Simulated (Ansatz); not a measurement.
## Work function of Al(111): what the settings cost and change

How far do cutoff, k-mesh and smearing move the work function of Al(111)?

Main program and level: Ansatz 0.2.0; plane-wave DFT, PBE, Ansatz PAW.

**What experiment says.**

“Properties of real metallic surfaces: Effects of density functional semilocality and van der Waals nonlocality” (2017, arxiv:1702.08515) quotes from earlier work for Al (clean (111) face, a compiled value): work function (clean (111) face, a compiled value) 4.32 eV.

Most raw output is cut from this account.

### 1. Set-up

The cell holds 7 atoms: 7 Al. Its edges and angles: a = 2.864 Å, b = 2.864 Å, c = 32.030 Å, α = 90.0°, β = 90.0°, γ = 60.0°. Vacuum lies along c.

### 2. Slab, setting cutoff 200 eV

A work function rests on the faint tail of the density, so the SCF threshold is tight. The cutoff is raised first; then mesh and smearing are varied at the default cutoff.

input.yaml

```yaml
crystal:
  lattice:
    - [2.8637824638, 0.0, 0.0]
    - [1.4318912319, 2.4801083646, 0.0]
    - [0.0, 0.0, 32.0296115413]
  atoms:
    - { symbol: Al, position: [0.0, 0.0, 0.2809899829] }
    - { symbol: Al, position: [0.3333333333, 0.3333333333, 0.3539933219] }
    - { symbol: Al, position: [0.6666666667, 0.6666666667, 0.426996661] }
    - { symbol: Al, position: [0.0, 0.0, 0.5] }
    - { symbol: Al, position: [0.3333333333, 0.3333333333, 0.573003339] }
    - { symbol: Al, position: [0.6666666667, 0.6666666667, 0.6460066781] }
    - { symbol: Al, position: [0.0, 0.0, 0.7190100171] }
kpoints:
  mp_grid: { grid: [16, 16, 1] }
hamiltonian:
  xc: pbe
scf:
  occupations: { method: fermi_dirac, width: 0.1 }
  convergence: { dr2_threshold: 1.0e-09 }
efield:
  axis: 3
  dipole_correction: true
  ramp_position: 0.97
  ramp_width: 0.06
basis:
  ecutwfc: "200 eV"
output:
  write_potential: true
  write_density: true
  volumetric_format: npy
  elf: true
```

Run with:

```sh
> ansatz run input.yaml --threads 2 --pin off --max-ram 3072MiB --backend cpu --events-out ev --progress --plain --runs-dir out
```

It took 2.5 s on 2 threads of Intel Xeon 6975P-C (Granite Rapids), shared host; peak memory 0.38 GiB; 4.2 s of CPU time.

Numbers from this step:

| Item | Value |
| --- | --- |
| energy at zero smearing | -3759.9687 eV |
| work function, upper face | 4.009 eV |

Running mean over 2.338 Å of the planar mean; the ramp of the sawtooth is left out. Electron's electrostatic potential energy less the Fermi level against z:

```csv
z (Å),electron's electrostatic potential energy less the Fermi level (eV)
4,4.01
5,4.00
6,3.91
7,2.88
8,-1.45
9,-4.53
10,-4.71
11,-4.73
12,-4.74
13,-4.73
14,-4.74
15,-4.74
16,-4.75
17,-4.74
18,-4.74
19,-4.73
20,-4.74
21,-4.73
22,-4.71
23,-4.54
24,-1.59
25,2.81
26,3.90
27,4.00
28,4.01
```

ELF in the ca plane at fractional y = 0.000, with atoms of Al within 0.2 Å of it. It is the smooth field of the valence electrons, not physical close to the nuclei.

Ten even steps from '0' (0.00) to '9' (0.74), each cell a mean:
```
43357788841215878764334678886233588530000000
65568887774347778876556788777435897420000000
87777787677877678777778777767789985310000000
88876666667876666668888656666789875210000000
87777776678887667678778767766789985210000000
76678887776567778887667788777668996310000000
54457887852126878875445788786223698520000000
43346788742724888764334678885175488530000000
```
Columns run along c (16.0 Å, from fractional 0.38 to 0.88 of the cell), rows up along a (2.9 Å). Atoms in or near the plane, at fractional coordinates: Al at (0.50, 0.00), Al at (0.72, 0.00).

Valence density in the ca plane at fractional y = 0.000, with atoms of Al within 0.2 Å of it. It is the smooth field of the valence electrons, not physical close to the nuclei.

Ten even steps from '0' (0.00 e/Å³) to '9' (0.22 e/Å³), each cell a mean:
```
65568889984348988886556788898534663100000000
76789998997679989998667999889867752100000000
98899998889998889999889999888999742100000000
99999998778987789899999989877898642100000000
98999998789998789999999999878999742100000000
87789998898889889998778999889988752100000000
66678998985458989987667899899645663100000000
65567889973347998876556788898433563100000000
```
Columns run along c (16.0 Å, from fractional 0.38 to 0.88 of the cell), rows up along a (2.9 Å). Atoms in or near the plane, at fractional coordinates: Al at (0.50, 0.00), Al at (0.72, 0.00).

Electrostatic potential energy in the ca plane at fractional y = 0.000, with atoms of Al within 0.2 Å of it. With pseudopotentials it is smooth inside the atoms' cores, unlike the true potential.

Values in eV, 5 rows by 16 columns, each cell a mean:
```
  3   2   2 -10 -12   0   1   3   2   2 -10 -12   1   6   6   6
  1  -5  -2  -2  -5   0  -6   1  -5  -2  -2  -5   4   6   6   6
 -1  -9  -4   2   1   0 -11  -1  -9  -4   2   1   5   6   6   6
  2  -2   0  -6 -10   1  -3   2  -2   0  -6 -10   3   6   6   6
  4   3   2 -10 -10   0   2   4   3   2 -10 -10   0   6   6   6
```
Columns run along c (16.0 Å, from fractional 0.38 to 0.88 of the cell; values clipped at the 3rd and 97th percentile), rows up along a (2.9 Å). Atoms in or near the plane, at fractional coordinates: Al at (0.50, 0.00), Al at (0.72, 0.00).

The work function is 4.009 eV.

### 3. Run

Edit input.yaml of step 2 so:

```diff
@@ -26,3 +26,3 @@
 basis:
-  ecutwfc: "200 eV"
+  ecutwfc: "300 eV"
 output:
@@ -31,2 +31 @@
   volumetric_format: npy
-  elf: true
```

It took 4.2 s on 2 threads; peak memory 0.43 GiB.

The work function is 4.036 eV, +0.028 eV from the run “cutoff 200 eV”, at 1.8 times its CPU time.

### 4. Slab

Edit input.yaml of step 3 so:

```diff
@@ -26,3 +26,3 @@
 basis:
-  ecutwfc: "300 eV"
+  ecutwfc: "420 eV"
 output:
```

Run time: 6 s. Hardware: 2 threads; peak memory 0.5 GiB.

The work function is 4.039 eV, +0.030 eV from the run “cutoff 200 eV”, at 2.6 times its CPU time.

### 5. Slab

Edit input.yaml of step 4 so:

```diff
@@ -26,3 +26,3 @@
 basis:
-  ecutwfc: "420 eV"
+  ecutwfc: "600 eV"
 output:
```

It took 16 s on 2 threads; peak memory 0.64 GiB.

The work function is 4.039 eV, +0.000 eV from the run “cutoff 420 eV”, at 2.7 times its CPU time.

### 6. Run

Edit input.yaml of step 5 so:

```diff
@@ -14,3 +14,3 @@
 kpoints:
-  mp_grid: { grid: [16, 16, 1] }
+  mp_grid: { grid: [3, 3, 1] }
 hamiltonian:
@@ -25,4 +25,2 @@
   ramp_width: 0.06
-basis:
-  ecutwfc: "600 eV"
 output:
```

Wall time 2.8 s (2 threads); peak memory 0.4 GiB.

The work function is 4.003 eV, -0.036 eV from the run “cutoff 420 eV”, at 0.26 times its CPU time.

### 7. Slab

Edit input.yaml of step 6 so:

```diff
@@ -14,3 +14,3 @@
 kpoints:
-  mp_grid: { grid: [3, 3, 1] }
+  mp_grid: { grid: [5, 5, 1] }
 hamiltonian:
```

Run time: 3.9 s. Hardware: 2 threads; peak memory 0.4 GiB.

The work function is 4.018 eV, -0.021 eV from the run “cutoff 420 eV”, at 0.31 times its CPU time.

### 8. Run

Edit input.yaml of step 7 so:

```diff
@@ -14,3 +14,3 @@
 kpoints:
-  mp_grid: { grid: [5, 5, 1] }
+  mp_grid: { grid: [11, 11, 1] }
 hamiltonian:
```

The job ended after 7.9 s (2 threads; peak memory 0.44 GiB).

The work function is 4.020 eV, -0.019 eV from the run “cutoff 420 eV”, at 0.92 times its CPU time.

### 9. Slab

Edit input.yaml of step 8 so:

```diff
@@ -14,3 +14,3 @@
 kpoints:
-  mp_grid: { grid: [11, 11, 1] }
+  mp_grid: { grid: [24, 24, 1] }
 hamiltonian:
```

Run time: 22 s. Hardware: 2 threads; peak memory 0.61 GiB; 39 s of CPU time.

The work function is 4.041 eV, +0.002 eV from the run “cutoff 420 eV”, at 3.5 times its CPU time.

### 10. Slab

Edit input.yaml of step 9 so:

```diff
@@ -14,3 +14,3 @@
 kpoints:
-  mp_grid: { grid: [24, 24, 1] }
+  mp_grid: { grid: [16, 16, 1] }
 hamiltonian:
@@ -18,3 +18,3 @@
 scf:
-  occupations: { method: fermi_dirac, width: 0.1 }
+  occupations: { method: gaussian, width: 0.05 }
   convergence: { dr2_threshold: 1.0e-09 }
```

Elapsed: 11 s, on 2 threads; peak memory 0.49 GiB; 19 s of CPU time.

The work function is 4.027 eV, -0.012 eV from the run “cutoff 420 eV”, at 1.7 times its CPU time.

### 11. Run

Edit input.yaml of step 10 so:

```diff
@@ -18,3 +18,3 @@
 scf:
-  occupations: { method: gaussian, width: 0.05 }
+  occupations: { method: methfessel_paxton, width: 0.2 }
   convergence: { dr2_threshold: 1.0e-09 }
```

It took 11 s on 2 threads; peak memory 0.5 GiB; 19 s of CPU time.

The work function is 4.031 eV, -0.008 eV from the run “cutoff 420 eV”, at 1.7 times its CPU time.

### 12. Run

Edit input.yaml of step 11 so:

```diff
@@ -18,3 +18,3 @@
 scf:
-  occupations: { method: methfessel_paxton, width: 0.2 }
+  occupations: { method: fermi_dirac, width: 0.3 }
   convergence: { dr2_threshold: 1.0e-09 }
```

Elapsed: 13 s, on 2 threads; peak memory 0.5 GiB; 20 s of CPU time.

The work function is 4.088 eV, +0.049 eV from the run “cutoff 420 eV”, at 1.8 times its CPU time.

### 13. Slab

Edit input.yaml of step 12 so:

```diff
@@ -18,3 +18,3 @@
 scf:
-  occupations: { method: fermi_dirac, width: 0.3 }
+  occupations: { method: cold, width: 0.1 }
   convergence: { dr2_threshold: 1.0e-09 }
```

Wall time 11 s (2 threads); peak memory 0.51 GiB; 18 s of CPU time.

The work function is 4.028 eV, -0.011 eV from the run “cutoff 420 eV”, at 1.6 times its CPU time.

### 14. The series together

Times are for 2 threads of Intel Xeon 6975P-C (Granite Rapids), shared host. Results by setting:

```csv
no.,setting,"work function, upper face (eV)",time,memory (GiB)
1,cutoff 200 eV,4.009,2.5 s,0.38
2,cutoff 300 eV,4.036,4.2 s,0.43
3,cutoff 420 eV,4.039,6 s,0.5
4,cutoff 600 eV,4.039,16 s,0.64
5,mesh 3x3,4.003,2.8 s,0.4
6,mesh 5x5,4.018,3.9 s,0.4
7,mesh 11x11,4.020,7.9 s,0.44
8,mesh 24x24,4.041,22 s,0.61
9,Gaussian smearing 0.05 eV,4.027,11 s,0.49
10,methfessel_paxton smearing 0.2 eV,4.031,11 s,0.5
11,fermi_dirac smearing 0.3 eV,4.088,13 s,0.5
12,cold smearing 0.1 eV,4.028,11 s,0.51
```

### 15. A changed input

An input spoilt on purpose, to show how the run answers: it repeats the earlier run “cutoff 200 eV” with efield.amplitude to 0 and efield.dipole_correction from true to false, and scf.max_iter set to 80; its output block differs too.

Edit input.yaml of step 13 so:

```diff
@@ -18,9 +18,13 @@
 scf:
-  occupations: { method: cold, width: 0.1 }
+  occupations: { method: fermi_dirac, width: 0.1 }
   convergence: { dr2_threshold: 1.0e-09 }
+  max_iter: 80
 efield:
   axis: 3
-  dipole_correction: true
+  dipole_correction: false
   ramp_position: 0.97
   ramp_width: 0.06
+  amplitude: 0
+basis:
+  ecutwfc: "200 eV"
 output:
```

Elapsed: 0.03 s, on 2 threads; peak memory 0.06 GiB.

The program refused the input before any cycle.

The program's message: “Error: invalid value for `efield.amplitude`: is zero with dipole_correction: false — the section would apply nothing; set a non-zero amplitude, enable dipole_correction, or remove the block”

The fault put into the input: a field block that applies nothing.

### 16. Results

```yaml
work_function_cutoff_420_ev: 4.039 eV
work_function_cutoff_600_ev: 4.039 eV
work_function_mesh_3x3: 4.003 eV
work_function_fermi_dirac_smearing_0p3_ev: 4.088 eV
```

The run at the highest cutoff gives 4.04 eV, and the settings tried spread the value from 4.00 to 4.09 eV. Against 600 eV, a cutoff of 200 eV is off by -0.030 eV. Against 600 eV, a cutoff of 420 eV is off by -0.000 eV. Against the finest mesh, 24 points along a, the coarser ones are off by -0.04 (3), -0.02 (5) and -0.02 (11) eV. The smearing schemes and widths spread it over 0.06 eV. The ladder's slabs use the tabulated experimental lattice constant (two decimals; a low-temperature value for the alkali metals).

Comparison with the measured values:

```
                                               quantity  measured    cutoff 600 eV
work function (clean (111) face, a compiled value) (eV)      4.32  4.04 (-0.28 eV)
```

Measured values from arxiv:1702.08515 (2017).

How well it matches: The work function is off by -0.28 eV: fair agreement. The grades are ours: good and fair within 3 and 7 % for the work function. No cell relaxation is part of this session.

[Logs are printed without paths, hosts, clocks, repeated set-up lines and the standing remarks that a program may print on its own settings, such as how far it seeks lower states.]

[Hosts, paths, dates, database ids (printed as entryN), source tags and the programs' standing remarks are cut or masked in the printed files.]

[Maps of the electrostatic potential energy from Ansatz leave out the sawtooth potential of an applied field or a dipole correction, so their vacuum need not be flat; planar profiles and work functions include it.]
